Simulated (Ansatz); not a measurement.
## Optical response of TiC

Aim: the dielectric function of TiC, and the optical constants that follow from it. The cell comes from an older database entry, whose edges can differ from later determinations, mostly by under a per cent.

Calculated with Ansatz 0.2.0; DFT, PBE, plane-wave PAW, default files, scalar-relativistic, independent-particle optical response without local fields.

The database entry behind the starting cell differs from other determinations of this structure, so it need not match the best structure at room temperature.

**1. Starting point**

Symmetry: Fm-3m, No. 225, cubic system. Conventional cell: a = 4.319 Å, b = 4.319 Å, c = 4.319 Å, α = 90.00°, β = 90.00°, γ = 90.00°. Nearest to Ti lie 6 C at 2.16 Å. C has 6 Ti at 2.16 Å nearest. Farther neighbours, and contacts between anions beyond the nearest, are not listed.

**2. Ground state and bands**

First the ground state: is it a metal or has it a gap?

This step: DFT, PBE, plane-wave PAW, default files, scalar-relativistic, ground state (Ansatz 0.2.0).

Input file input.yaml:

```yaml
crystal:
  lattice:
    - [0.0, 2.1593, 2.1593]
    - [2.1593, 0.0, 2.1593]
    - [2.1593, 2.1593, 0.0]
  atoms:
    - { symbol: Ti, position: [0.0, 0.0, 0.0] }
    - { symbol: C, position: [0.5, 0.5, 0.5] }
kpoints:
  mp_grid: { grid: [9, 9, 9] }
  band_path:
    path:
      - [[0.0, 0.0, 0.0], [0.5, 0.0, 0.5], [0.5, 0.25, 0.75], [0.375, 0.375, 0.75], [0.0, 0.0, 0.0], [0.5, 0.5, 0.5], [0.625, 0.25, 0.625], [0.5, 0.25, 0.75], [0.5, 0.5, 0.5], [0.375, 0.375, 0.75]]
      - [[0.625, 0.25, 0.625], [0.5, 0.0, 0.5]]
    npoints: 6
scf:
  occupations: { method: fermi_dirac, width: 0.05 }
  n_extra_bands: 6
hamiltonian:
  xc: pbe
  pseudopotentials: { kind: paw }
output:
  forces: true
  stress: true
  populations: true
  write_bands: true
  write_density: true
  write_potential: true
  elf: true
  volumetric_format: npy
```

The run is started by

```bash
> ansatz run input.yaml --threads 4 --pin off --max-ram 8192MiB --backend cpu --events-out ev --progress --plain --runs-dir out
```

Log:

```text
scf.n_extra_bands = 6 over 8 filled bands (N_el = 16.0): the run solves 14 bands
Engine: ansatz 0.2.0, x86_64-unknown-linux-gnu
Pseudopotentials: kind: paw
Pseudopotential: Ti, paw, valence charge 12, recommended cutoff 420 eV (normal), Ti.paw.azcp
Pseudopotential: C, paw, valence charge 4, recommended cutoff 420 eV (normal), C.paw.azcp
Functional definition: PBE
  parameter kappa = 0.804
  parameter beta = 0.066725
  exchange = pbe_x(kappa = kappa, mu = beta*pi^2/3)
  correlation = pbe_c(beta = beta)
Crystal: 2 atoms, lattice volume = 20.136 Å³
Basis set: ecut = 420 eV, 411 PW (Γ), exchange–correlation on 48×48×48 points (8 copies of the dense FFT grid, shifted against one another)
Bands: 14, of which v1, the nominal top of the filled ones, is band 8 counted from 1 (7 counted from 0)
Symmetry: 48 space group operations
Space group: Fm-3m (ITA 225), of the structure as read, at distance tolerance 2.7e-5 Å
k-points: 35 of 729
Non-local potential: Ti, projectors of the file, l = 0: 3, l = 1: 2, l = 2: 3, l = 3: 1
Non-local potential: C, projectors of the file, l = 0: 2, l = 1: 2, l = 2: 1
PAW form: soft (Blöchl's): semilocal exchange-correlation on the pseudo side does not see the compensation charge
PAW one-centre angular grid: Ti, 590 points (default); XC on 64 Gauss nodes
PAW one-centre angular grid: C, 110 points (default); XC on 64 Gauss nodes
Initial density: superposition of atomic densities (neutral atoms: chi_scale 0, normalization atom), corrected by the library's trained network
Initial wavefunctions: pseudopotential atomic-orbital guess
Functional: x = pbe(κ = 0.804, μ = 0.219515), c = pbe(β = 0.066725)
SCF iter   1: F=—  HF=-2752.270573 eV  |F-HF|=—  |Δ(HF+E_count)|=         —  Δρ=3.70e-3  dr2=1.75e-3  ethr=1.77e-3  ⟨swp⟩=4.6  Hψ=2304  notcnv=0
preconditioner: auto → none  [insulator: Δε(μ)=0.148 eV  Ē_g=9.895 eV  σ=0.050 eV  W_gap=0.62  n_scr=8 (ndim 8)  ℏωp=23.4 eV  f_vac=0.000  D(μ)=0.30/eV (n_scr^D=0)  ε∞_Penn≈6.6]
SCF iter   2: F=—  HF=-2752.270099 eV  |F-HF|=—  |Δ(HF+E_count)|=   4.73e-4  Δρ=1.83e-3  dr2=4.25e-4  ethr=1.09e-5  ⟨swp⟩=1.0  Hψ=770  notcnv=0  defer=5
SCF iter   3: F=—  HF=-2752.270087 eV  |F-HF|=—  |Δ(HF+E_count)|=   1.27e-5  Δρ=1.24e-4  dr2=2.75e-6  ethr=2.66e-6  ⟨swp⟩=1.1  Hψ=459  notcnv=0  defer=5
SCF iter   4: F=—  HF=-2752.270083 eV  |F-HF|=—  |Δ(HF+E_count)|=   3.24e-6  Δρ=2.64e-5  dr2=7.56e-8  ethr=1.72e-8  ⟨swp⟩=2.3  Hψ=725  notcnv=0  defer=5
iter 5 did not close the SCF: its close was put off for the readings that it lacked (scf_convergence_deferred on its scf_iter line)
SCF iter   5: F=-2752.270083 eV  HF=-2752.270083 eV  |F-HF|=7.49e-10  |Δ(HF+E_count)|=   3.98e-8  Δρ=3.10e-6  dr2=1.38e-9  ethr=4.72e-10  ⟨swp⟩=2.4  Hψ=630  notcnv=0  defer=5
SCF iter   6: F=-2752.270083 eV  HF=-2752.270083 eV  |F-HF|=6.82e-12  |Δ(HF+E_count)|=  8.09e-11  Δρ=3.63e-7  dr2=1.55e-11  ethr=8.61e-12  ⟨swp⟩=6.0  Hψ=2229  notcnv=0
SCF 1 converged in 6 iterations: F = -2752.270083 eV  dr2 = 1.55e-11
  greatest PAW one-centre occupation: 0.999 electrons in one spin orbital (limit 2), on the Ti atom at site 0 (counted from 0), in its partial waves of l = 0
NSCF: frozen V_eff on 62 k-points
SCF converged after 6 iterations
Free energy (F): -2752.270083 eV
Harris-Foulkes:  -2752.270083 eV  (|F-HF|=6.82e-12)
Internal energy: -2752.267631 eV  (E = F + TS)
E sigma→0 (E₀):  -2752.268857 eV
Entropy (-TS):   -0.002453 eV (-1.226 meV/atom)
Fermi energy:    14.832025 eV
--- Per-component energies (eV) ---
  E_band       = -108.433705
  E_kinetic    = 362.904069
  E_local      = -770.046770  (includes V_loc(G=0)·N_el)
  E_nonlocal   = 31.991519
  E_hartree    = 313.176451
  E_xc         = -147.586824
  E_vxc        = -184.325195  (∫ρ·V_xc dr)
  E_paw        = -1145.300600  (= ΣΔE_a)
  E_vpaw       = -175.310409  (= ΣTr[D̂ρ^β])
  E_aug_tail   = 0.000142  (compensation charges beyond the density's cutoff)
  E_ewald      = -1397.405618
  E_smearing   = -0.002453  (= −TS)
  E_closure    = -0.000000  (closes the sum)
  Σ components = -2752.270083   (vs F -2752.270083, Δ=0.00e0)
--- Forces (eV/Å), atoms counted from 1 ---
  atom   1  Ti    -0.00000000     0.00000000    -0.00000000
  atom   2  C      0.00000000    -0.00000000     0.00000000
  max |Σ_I F_I| component: 5.39e-30 eV/Å
--- Stress (GPa, compression-positive) ---
        2.579949       0.000000      -0.000000
       -0.000000       2.579949      -0.000000
       -0.000000      -0.000000       2.579949
  P = ⅓ Tr σ = 2.5799 GPa (25.799 kbar)
--- Band table (eV; the first three rows and the last of 35) ---
  k-point 0: bands = [... 4 lower, 2.4067, 15.5474, 15.5474, 15.5474, 16.5352, 16.5352, 16.5352, 16.5889, ... 2 higher]
  k-point 1: bands = [... 4 lower, 2.6872, 14.4270, 14.7405, 14.7405, 15.9246, 15.9246, 17.0480, 18.4141, ... 2 higher]
  k-point 2: bands = [... 4 lower, 3.4732, 12.5775, 13.4108, 13.4108, 16.4597, 16.4597, 17.5742, 20.3068, ... 2 higher]
  k-point 34: bands = [... 4 lower, 5.3073, 11.2784, 11.8177, 12.3418, 17.3148, 17.8708, 18.5169, 19.8695, ... 2 higher]
--- Löwdin populations: 2 sites ---
  site symbol       q [e]
     0     Ti     11.1650
     1      C      4.7862
  spilling = 0.003047 (of n_electrons = 16.000000)
```

Run time: 0.46 s. Hardware: 4 threads of Intel Xeon Platinum 8375C at 2.90GHz (Ice Lake), shared host; peak memory 0.33 GiB; 1.2 s of CPU time.

The column dr2 measures how far the density is from self-consistency, as an energy; F and HF (Harris–Foulkes) agree once it is small.

This step gave:

```
free energy         : -2752.2701 eV
Fermi energy        : 14.83 eV
electrons           : 16
symmetry operations : 48
pressure            : 2.580 GPa
volume              : 20.14 Å³
gap on the path     : 0 eV
```

There are states at the Fermi level within the smearing, so the occupations stay smeared and the carriers get a Drude term. The cell is left with a pressure of 2.6 GPa, as it stands unrelaxed at this level.

The electronic bands at the labelled points (eV, zero at the Fermi level; # counts the bands kept):

```
    point      #1     #2     #3     #4     #5    #6    #7    #8
        Γ  -12.43   0.71   0.71   0.71   1.70  1.70  1.70  1.76
  halfway  -10.93  -3.43  -0.59  -0.39  -0.39  2.24  3.83  3.83
        X  -10.14  -3.42  -1.63  -0.01  -0.01  2.77  3.59  3.59
  halfway   -9.86  -3.39  -2.44  -1.59   1.25  3.52  3.59  4.09
        W   -9.53  -3.14  -3.14  -2.71   2.84  2.84  3.59  5.21
  halfway   -9.57  -3.33  -3.30  -2.16   2.04  3.17  3.75  5.26
        K   -9.60  -3.48  -3.35  -1.72   1.49  3.20  3.89  5.51
  halfway  -10.59  -3.38  -2.23  -2.01   1.63  2.77  3.67  4.49
        Γ  -12.43   0.71   0.71   0.71   1.70  1.70  1.70  1.76
  halfway  -11.10  -2.74  -1.70  -1.70   1.80  1.80  2.88  5.92
        L   -8.90  -5.86  -2.91  -2.91   2.98  2.98  4.17  8.27
  halfway   -9.16  -5.10  -3.00  -2.54   2.55  2.97  3.92  6.71
        U   -9.60  -3.48  -3.35  -1.72   1.49  3.20  3.89  5.51
  halfway   -9.57  -3.33  -3.30  -2.16   2.04  3.17  3.75  5.26
        W   -9.53  -3.14  -3.14  -2.71   2.84  2.84  3.59  5.21
  halfway   -9.22  -4.87  -3.00  -2.51   2.66  2.82  3.86  6.50
        L   -8.90  -5.86  -2.91  -2.91   2.98  2.98  4.17  8.27
  halfway   -9.16  -5.10  -3.00  -2.54   2.55  2.97  3.92  6.71
        K   -9.60  -3.48  -3.35  -1.72   1.49  3.20  3.89  5.51
jump to U   -9.60  -3.48  -3.35  -1.72   1.49  3.20  3.89  5.51
  halfway   -9.98  -3.41  -2.27  -0.72   0.47  3.49  3.68  3.74
        X  -10.14  -3.42  -1.63  -0.01  -0.01  2.77  3.59  3.59
```

The electronic bands as a text plot (rows in eV, shown from -8.0 to 8.0 only):

```
    7.7 |                    **         * **          ** **
    7.0 |                 *            *   ***       **   ***
    6.3 |    ****                            **     **      *
    5.7 |        *********     *      *       **** **        ****
    5.0 |  **        ***  ***                    **           *
    4.3 |           *     *****     **   ***           ****
    3.7 | *  *************   *****     **   ***********    ******
    3.0 |  **   ***  ************* *  * *********************** *
    2.3 | *  ***     ***  ***   ** *** *    **   *   *     **
    1.7 |****       *   **   ******   *       ***            *
    1.0 |*         *           *******                        *
    0.3 | ***     *                *                           **
   -0.3 | *********             ** *                            *
   -1.0 |     **   *           *    **                         *
   -1.7 |       ***     **     *      *        **            ** *
   -2.3 |  **      *****  *****        *    ***  * ***     **  *
   -3.0 |           ****  ***         * ******* ************* *
   -3.7 |    ********  ***   **                **  *         ****
   -4.3 |                 ***          *     **     *       *
   -5.0 |                               *   *        *     *
   -5.7 |                                ***          *****
   -6.3 |
   -7.0 |
   -7.7 |
         Γ       X    W  K        Γ      L     U  W     L   K|U X
```

Valence density in the ac plane of the conventional cell at fractional y = 0.000, with atoms of Ti and C within 0.2 Å of it. It is the smooth field of the valence electrons, not physical close to the nuclei.

Values in units of 1e0 e/Å³, 14 rows by 14 columns, each cell a mean:
```
8.9 6.0 2.0 0.5 0.6 1.1 1.6 1.7 1.5 0.9 0.5 0.9 3.6 7.8
4.4 2.5 0.8 0.3 0.4 0.8 1.1 1.3 1.0 0.6 0.4 0.4 1.4 3.6
1.1 0.6 0.3 0.2 0.3 0.4 0.6 0.7 0.5 0.4 0.3 0.2 0.4 0.9
0.6 0.4 0.3 0.2 0.2 0.3 0.5 0.6 0.4 0.3 0.2 0.3 0.4 0.5
1.0 0.8 0.5 0.3 0.3 0.8 2.0 2.4 1.4 0.5 0.3 0.4 0.6 0.9
1.6 1.3 0.8 0.4 0.6 2.5 6.0 7.1 4.5 1.4 0.4 0.5 1.0 1.5
1.7 1.6 1.0 0.6 1.1 4.4 8.9 9.8 7.1 2.4 0.6 0.7 1.3 1.7
1.7 1.5 0.9 0.5 0.9 3.6 7.8 8.9 6.0 2.0 0.5 0.6 1.1 1.6
1.3 1.0 0.6 0.4 0.4 1.4 3.6 4.4 2.5 0.8 0.3 0.4 0.8 1.1
0.7 0.5 0.4 0.3 0.2 0.4 0.9 1.1 0.6 0.3 0.2 0.3 0.4 0.6
0.6 0.4 0.3 0.2 0.3 0.4 0.5 0.6 0.4 0.3 0.2 0.2 0.3 0.5
2.4 1.4 0.5 0.3 0.4 0.6 0.9 1.0 0.8 0.5 0.3 0.3 0.8 2.0
7.1 4.5 1.4 0.4 0.5 1.0 1.5 1.6 1.3 0.8 0.4 0.6 2.5 6.0
9.8 7.1 2.4 0.6 0.7 1.3 1.7 1.7 1.6 1.0 0.6 1.1 4.4 8.9
```

ELF in the ac plane of the conventional cell at fractional y = 0.000, with atoms of Ti and C within 0.2 Å of it. It is the smooth field of the valence electrons, not physical close to the nuclei.

Ten even steps from '_' (0.11) to '@' (0.77), each cell a mean:
```
::**++::##@@==--##@@==--**==
##**....##@@@@@@@@@@==..--**
--..__..==########**::__..--
++==--::....::--::....::====
@@@@%%--__..++**==__..**@@@@
**%%@@==..****++**==::##@@##
__**@@++--##::__++**--##@@--
--##@@==--**==::**++::##@@==
@@@@@@==..--**##**....##@@@@
####**::__..----..__..==####
--::....::====++==--::....::
**==__..**@@@@@@@@%%--__..++
++**==::##@@##**%%@@==..****
__++**--##@@--__**@@++--##::
```

(Part 1 of 2 ends here.)

[Long decimals in the printed logs are rounded to 6 places.]

[Logs are printed without paths, hosts, clocks, repeated set-up lines and the standing remarks that a program may print on its own settings, such as how far it seeks lower states.]

[Hosts, paths, dates, database ids (printed as entryN), source tags and the programs' standing remarks are cut or masked in the printed files.]

[Where the starting crystal was built by hand or by swapping elements, it need not be the compound's stable phase.]

[The count of steps not shown may lack steps that the program refused or didn't finish.]
